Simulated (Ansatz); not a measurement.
Rows from a G0W0 calculation on PbS (Galena) (Ansatz 0.2.0; G0W0 on PBE, plane waves, PAW; PAW set soft_1; 4×4×4 mesh, 155 empty bands, screening to 120 eV, PAW set soft_1 files), in eV. Spin-orbit coupling is left out.

The database entry behind the starting cell differs from later determinations by our own check (about 0.1 % short), so it need not match the best structure at ambient conditions.

```csv
row,Σx,Σc,Vxc,Z
A,-17.95,2.49,-15.12,0.68
B,-17.72,1.00,-16.49,0.71
C,-7.82,-3.52,-11.22,0.74
D,-8.23,-3.78,-12.01,0.73
```

Which rows are filled states and which are empty ones, and how can one tell?

Filled: A and B. Empty: C and D. The sign of Σc tells: for a filled state bare exchange, which holds its interaction with itself, lies below Vxc (Σx − Vxc is -1.2 eV or lower here) and screening gives part back as a positive Σc. For an empty state Σx lies above Vxc (+3.4 eV or more) and the Coulomb hole leaves Σc negative.

[Paths, hosts, dates, memory and timing lines, banners, echoed tables and standing remarks are left out of the program output.]

[Logs are printed without paths, hosts, clocks, repeated set-up lines and the standing remarks that a program may print on its own settings, such as how far it seeks lower states.]

[Runs of the session that timed out or met a known fault of the program may be left out.]

[Cells called generated may have been cut or substituted from an entry of the Crystallography Open Database or the Materials Project.]

[Hosts, paths, dates, database ids (printed as entryN), source tags and the programs' standing remarks are cut or masked in the printed files.]
